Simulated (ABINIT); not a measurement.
# Li3ClO (Pm-3m): third-order response, part 2 of 3

Wanted: vibrational spectra of Li3ClO (Pm-3m) from linear and non-linear response.

ABINIT 10.8.3; DFT LDA, scalar-relativistic, plane waves, PseudoDojo norm-conserving pseudopotentials.

So far. Step 5 (Relaxing the cell and atoms): The volume changes by -0.0 % in this run and stands -37.4 % from the first cell. Step 6 (Ground state): The cell stands at -0.44 GPa: the relaxation ran with a smoothed and higher cutoff and on another k mesh. The relaxed cell has a = 3.769 Å (conventional setting).

## 8. Zone-centre response

The derivative of the wavefunctions by k comes first, since the response to a field is built on it; then the field and the displacements that symmetry doesn't supply are solved at q = 0. By the 2n+1 theorem the first-order wavefunctions also give third derivatives: Raman tensors and the non-linear susceptibility.

It reads the wavefunctions written in step 6.

Input file dfpt_gamma.abi:

```
ndtset 3

# common to the responses
getwfk_filepath "gso_WFK"
kptopt 2
nqpt 1
qpt 0.0 0.0 0.0
asr 0
chneut 0

# d/dk
rfelfd1 2
rfdir1 1 1 1
iscf1 -3
tolwfr1 1.0d-20

# displacements, field
rfphon2 1
rfatpol2 1 5
rfdir2 1 1 1
rfelfd2 3
getddk2 1
tolvrs2 1.0d-10
prepanl2 1
prtden2 1

# third order
optdriver3 5
getden_filepath3 "gso_DEN"
get1den3 2
get1wf3 2
getddk3 1
d3e_pert1_elfd3 1
d3e_pert1_phon3 1
d3e_pert1_atpol3 1 5
d3e_pert1_dir3 1 1 1
d3e_pert2_elfd3 1
d3e_pert2_dir3 1 1 1
d3e_pert3_elfd3 1
d3e_pert3_dir3 1 1 1
usepead3 1
tolvrs3 1.0d-10

# basis, mesh and filling
ecut 36.0
ngkpt 4 4 4
nshiftk 1
shiftk 0.5 0.5 0.5
istwfk *1
occopt 1
nband 11
nstep 100
diemac 9.0
prtebands 0
prtgsr 0

# cell and atoms
acell 3*1.0 Angstrom
rprim 
    3.769313216 0.0 0.0
    0.0 3.769313216 0.0
    0.0 0.0 3.769313216
ntypat 3
znucl 17 8 3
natom 5
typat 1 2 3 3 3
xred 
    0.0 0.0 0.0
    0.5 0.5 0.5
    0.5 0.5 0.0
    0.5 0.0 0.5
    0.0 0.5 0.5
pp_dirpath "./pseudo"
pseudos "Cl.upf, O.upf, Li.upf"
```

Started as:

```
$ OMP_NUM_THREADS=1 mpirun -n 4 abinit dfpt_gamma.abi > dfpt_gamma.log
```

Numbers of over 12 decimals in the logs are rounded to 6 here.

dfpt_gamma.abo, the main output file:

```text
[banners, grids, parts of the stress and lines that vanish by symmetry left out]
- input  file    -> dfpt_gamma.abi
- output file    -> dfpt_gamma.abo
- root for input  files -> dfpt_gammai
[...]
DATASET    1 : space group Pm -3 m (#221); Bravais cP (primitive cubic)
[...]
nfft =       64000          nkpt =          32
[...]
DATASET    2 : space group Pm -3 m (#221); Bravais cP (primitive cubic)
[...]
nfft =       64000          nkpt =          32
[...]
DATASET    3 : space group Pm -3 m (#221); Bravais cP (primitive cubic)
[...]
mpw =        3740          nfft =       64000          nkpt =          32
[...]
== DATASET  1 ==================================================================
[...]
cutoff_energies: {ecut:  36.0, pawecutdg:  -1.0, }
[...]
-  3.00000   3.00000  180309                  znucl, zion, pspdat
[...]
Perturbation : derivative vs k along direction   1
[...]
-ETOT  1  -17.218890969822     -1.722E+01 9.059E-02 0.000E+00
 ETOT  2  -17.260795725809     -4.190E-02 9.951E-04 0.000E+00
 ETOT  3  -17.261185297366     -3.896E-04 8.839E-06 0.000E+00
 ETOT  4  -17.261191030303     -5.733E-06 2.057E-07 0.000E+00
 ETOT  5  -17.261191127097     -9.679E-08 3.353E-09 0.000E+00
[...]
At SCF step   12   max residual=  9.63E-21 < tolwfr=  1.00E-20 =>converged.
[...]
Perturbation : derivative vs k along direction   2
[...]
-ETOT  1  -17.217631163218     -1.722E+01 7.682E-02 0.000E+00
[...]
At SCF step   12   max residual=  9.81E-21 < tolwfr=  1.00E-20 =>converged.
[...]
Perturbation : derivative vs k along direction   3
[...]
-ETOT  1  -17.218890943741     -1.722E+01 9.059E-02 0.000E+00
[...]
At SCF step   12   max residual=  9.63E-21 < tolwfr=  1.00E-20 =>converged.
[...]
1        1       0.6903911260   -0.0000000000
     1        2       0.0000000000    0.0000000000
     1        3       0.0000000000    0.0000000000
     2        1       0.0000000000    0.0000000000
     2        2       0.6903911260   -0.0000000000
     2        3       0.0000000000    0.0000000000
     3        1       0.0000000000    0.0000000000
     3        2       0.0000000000    0.0000000000
     3        3       0.6903911260    0.0000000000
[...]
== DATASET  2 ==================================================================
[...]
cutoff_energies: {ecut:  36.0, pawecutdg:  -1.0, }
[...]
Perturbation : displacement of atom   1   along direction   1
[...]
-ETOT  1   1.742670     -6.183E+02 1.630E+00 8.802E+02
[...]
At SCF step    9       vres2   =  2.46E-11 < tolvrs=  1.00E-10 =>converged.
[...]
Perturbation : displacement of atom   2   along direction   1
[...]
-ETOT  1   7.328864     -3.059E+03 1.182E+00 6.931E+03
[...]
At SCF step   10       vres2   =  2.34E-12 < tolvrs=  1.00E-10 =>converged.
[...]
Perturbation : displacement of atom   3   along direction   1
[...]
-ETOT  1   1.355210     -1.737E+03 1.620E+01 6.501E+02
[...]
At SCF step    9       vres2   =  3.86E-11 < tolvrs=  1.00E-10 =>converged.
[...]
Perturbation : displacement of atom   3   along direction   3
[...]
-ETOT  1   4.427563     -1.720E+03 1.604E+01 9.260E+02
[...]
At SCF step    9       vres2   =  1.84E-11 < tolvrs=  1.00E-10 =>converged.
[...]
Perturbation : homogeneous electric field along direction   1
[...]
-ETOT  1  -46.525805270906     -4.653E+01 3.162E-01 1.079E+04
[...]
At SCF step   10       vres2   =  3.98E-13 < tolvrs=  1.00E-10 =>converged.
[...]
Perturbation : homogeneous electric field along direction   2
[...]
-ETOT  1  -46.497498028728     -4.650E+01 3.050E-01 1.082E+04
[...]
At SCF step   10       vres2   =  6.85E-13 < tolvrs=  1.00E-10 =>converged.
[...]
Perturbation : homogeneous electric field along direction   3
[...]
-ETOT  1  -46.525805082057     -4.653E+01 3.162E-01 1.079E+04
[...]
ETOT  9  -50.976111011175     -1.961E-12 1.123E-14 2.023E-10
 ETOT 10  -50.976111011175     -3.197E-13 3.207E-16 3.968E-13
 At SCF step   10       vres2   =  3.97E-13 < tolvrs=  1.00E-10 =>converged.
[...]
Dielectric tensor, in cartesian coordinates,
[...]
1    7   1    7         3.2780105594        -0.0000000000
   1    7   2    7        -0.0000000000        -0.0000000000
   1    7   3    7        -0.0000000000        -0.0000000000
   2    7   1    7        -0.0000000000        -0.0000000000
   2    7   2    7         3.2780105594        -0.0000000000
   2    7   3    7        -0.0000000000        -0.0000000000
   3    7   1    7        -0.0000000000        -0.0000000000
   3    7   2    7        -0.0000000000        -0.0000000000
   3    7   3    7         3.2780105594        -0.0000000000
  Effective charges, in cartesian coordinates,
[...]
1    1   1    7        -1.2370488545         0.0000000000
   2    1   1    7         0.0000000000         0.0000000000
   3    1   1    7         0.0000000000         0.0000000000
   1    2   1    7        -2.0653255389         0.0000000000
   2    2   1    7         0.0000000000         0.0000000000
[...]
Effective charges, in cartesian coordinates,
[...]
2    7   1    5         0.0000000000         0.0000000000
   3    7   1    5         0.0000000000         0.0000000000
   1    7   2    5         0.0000000000         0.0000000000
   2    7   2    5         1.1670139499         0.0000000000
   3    7   2    5         0.0000000000         0.0000000000
   1    7   3    5         0.0000000000         0.0000000000
   2    7   3    5         0.0000000000         0.0000000000
   3    7   3    5         1.1670139499         0.0000000000
  Phonon wavevector (reduced coordinates) :  0.00000  0.00000  0.00000
 Phonon energies in Hartree :
[...]
Phonon frequencies in cm-1    :
-  4.436215E+00  4.436215E+00  4.436215E+00  1.595808E+02  1.595808E+02
-  1.595808E+02  2.252965E+02  2.252965E+02  2.252965E+02  3.779059E+02
-  3.779059E+02  3.779059E+02  5.968635E+02  5.968635E+02  5.968635E+02
  Phonon at Gamma, with non-analyticity in the
[...]
Phonon energies in Hartree :
[...]
Phonon frequencies in cm-1    :
-  4.436215E+00  4.436215E+00  4.455831E+00  1.595808E+02  1.595808E+02
-  2.252965E+02  2.252965E+02  2.252965E+02  2.311144E+02  3.779059E+02
-  3.779059E+02  4.860467E+02  5.968635E+02  5.968635E+02  6.861014E+02
  Phonon at Gamma, with non-analyticity in the
[...]
Phonon energies in Hartree :
[...]
Phonon frequencies in cm-1    :
-  4.436215E+00  4.436215E+00  4.455831E+00  1.595808E+02  1.595808E+02
-  2.252965E+02  2.252965E+02  2.252965E+02  2.311144E+02  3.779059E+02
-  3.779059E+02  4.860467E+02  5.968635E+02  5.968635E+02  6.861014E+02
  Phonon at Gamma, with non-analyticity in the
[...]
Phonon energies in Hartree :
[...]
Phonon frequencies in cm-1    :
-  4.436215E+00  4.436215E+00  4.455831E+00  1.595808E+02  1.595808E+02
-  2.252965E+02  2.252965E+02  2.252965E+02  2.311144E+02  3.779059E+02
-  3.779059E+02  4.860467E+02  5.968635E+02  5.968635E+02  6.861014E+02
[...]
== DATASET  3 ==================================================================
[...]
cutoff_energies: {ecut:  36.0, pawecutdg:  -1.0, }
[...]
1          1       -0.000000000       -0.000000000       -0.000000000
[...]
1          2       -0.000000000       -0.000000000       -0.000000000
[...]
1          3       -0.000000000       -0.000000000       -0.000000000
[...]
2          1       -0.000000000       -0.000000000       -0.000000000
[...]
2          2       -0.000000000       -0.000000000       -0.000000000
[...]
2          3       -0.000000000       -0.000000000       -0.000000000
[...]
3          1       -0.000000000       -0.000000000       -0.000000000
[...]
3          2       -0.000000000       -0.000000000       -0.000000000
[...]
3          3       -0.000000000       -0.000000000       -0.000000000
[...]
4          1       -0.000000000       -0.000000000       -0.000000000
[...]
4          2       -0.000000000       -0.000000000       -0.000000000
[...]
4          3       -0.000000000       -0.000000000       -0.000000000
[...]
5          1       -0.000000000       -0.000000000       -0.000000000
[...]
5          2       -0.000000000       -0.000000000       -0.000000000
[...]
5          3       -0.000000000       -0.000000000       -0.000000000
[...]
strten2     0.0000000000E+00  0.0000000000E+00  0.0000000000E+00
           strten3     0.0000000000E+00  0.0000000000E+00  0.0000000000E+00
================================================================================
```

It took 87 s on 4 MPI ranks of Arm Neoverse V2, shared host; 5.8 min of CPU time.

Numbers from this step:

| Item | Value |
| --- | --- |
| miss of the charge sum rule | 0.01486 e |
| largest acoustic frequency at the zone centre before the sum rule | 4.44 cm⁻¹ |
| highest optical zone-centre mode (no LO-TO term) | 596.9 cm⁻¹ |
| lowest optical zone-centre mode | 159.6 cm⁻¹ |
| mean high-frequency dielectric constant | 3.278 |
| largest Born charge in size (third of the trace) | 2.065 e |

Born charge (rows field, columns displacement), before the sum rule (e), principal values of the symmetric part by kind of site:

```
atom  atoms with these values    low  middle   high   mean
 Cl1                        1  -1.24   -1.24  -1.24  -1.24
  O2                        1  -2.07   -2.07  -2.07  -2.07
 Li3                        3   0.98    1.17   1.17   1.11
```

In full for O2:

```
-2.07  0.00  0.00
 0.00 -2.07  0.00
 0.00  0.00 -2.07
```

High-frequency dielectric tensor:

```
3.28 0.00 0.00
0.00 3.28 0.00
0.00 0.00 3.28
```

The acoustic modes at Γ come out as far as 4.4 cm⁻¹ from zero, where they should vanish, a small numerical error; the Born charges miss their sum rule by 0.015 e, which is good.

(Part 2 of 3 ends here.)

[Host names and launcher messages were left out of these logs when they were recorded.]

[Logs are printed without paths, hosts, clocks, repeated set-up lines and the standing remarks that a program may print on its own settings, such as how far it seeks lower states.]

[Hosts, paths, dates, database ids (printed as entryN), source tags and the programs' standing remarks are cut or masked in the printed files.]
